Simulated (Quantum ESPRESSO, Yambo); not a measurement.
An input for Quantum ESPRESSO 7.5 (Te2Mo (2H monolayer)):

```
&control
  calculation = 'scf'
  prefix = 'x'
  outdir = 'o'
  pseudo_dir = 'pseudo'
/
&system
  ibrav = 0
  nat = 3
  ntyp = 2
  ecutwfc = 88.0
  nbnd = 36
  force_symmorphic = .true.
/
&electrons
  conv_thr = 1e-10
  electron_maxstep = 80
  mixing_beta = 0.5
/
ATOMIC_SPECIES
  Mo 95.95 Mo.upf
  Te 127.6 Te.upf
CELL_PARAMETERS angstrom
  3.5599692558 0.0000000001 0.0000000000
  -1.7799846279 3.0830238122 0.0000000000
  0.0000000000 0.0000000000 17.0000000000
ATOMIC_POSITIONS crystal
  Mo 0.3333333333 0.6666666667 0.5000000000
  Te 0.6666666667 0.3333333333 0.6065206776
  Te 0.6666666667 0.3333333333 0.3934793224
K_POINTS automatic
  12 12 1 0 0 0
```

```sh
OMP_NUM_THREADS=1 mpirun -n 4 pw.x -nk 4 -in pw.in > pw.out
```

Question: Estimate wall time and host memory on 4 MPI ranks of Arm Neoverse V2, shared host.

It took 70 s; on shared hardware allow 35 s to 2.3 min. Peak host memory was 0.89 GiB.

[Paths, hosts, dates, memory and timing lines, banners, echoed tables and standing remarks are left out of the program output.]

[Logs are printed without paths, hosts, clocks, repeated set-up lines and the standing remarks that a program may print on its own settings, such as how far it seeks lower states.]

[Runs of the session that timed out or met a known fault of the program may be left out.]

[Hosts, paths, dates, database ids (printed as entryN), source tags and the programs' standing remarks are cut or masked in the printed files.]
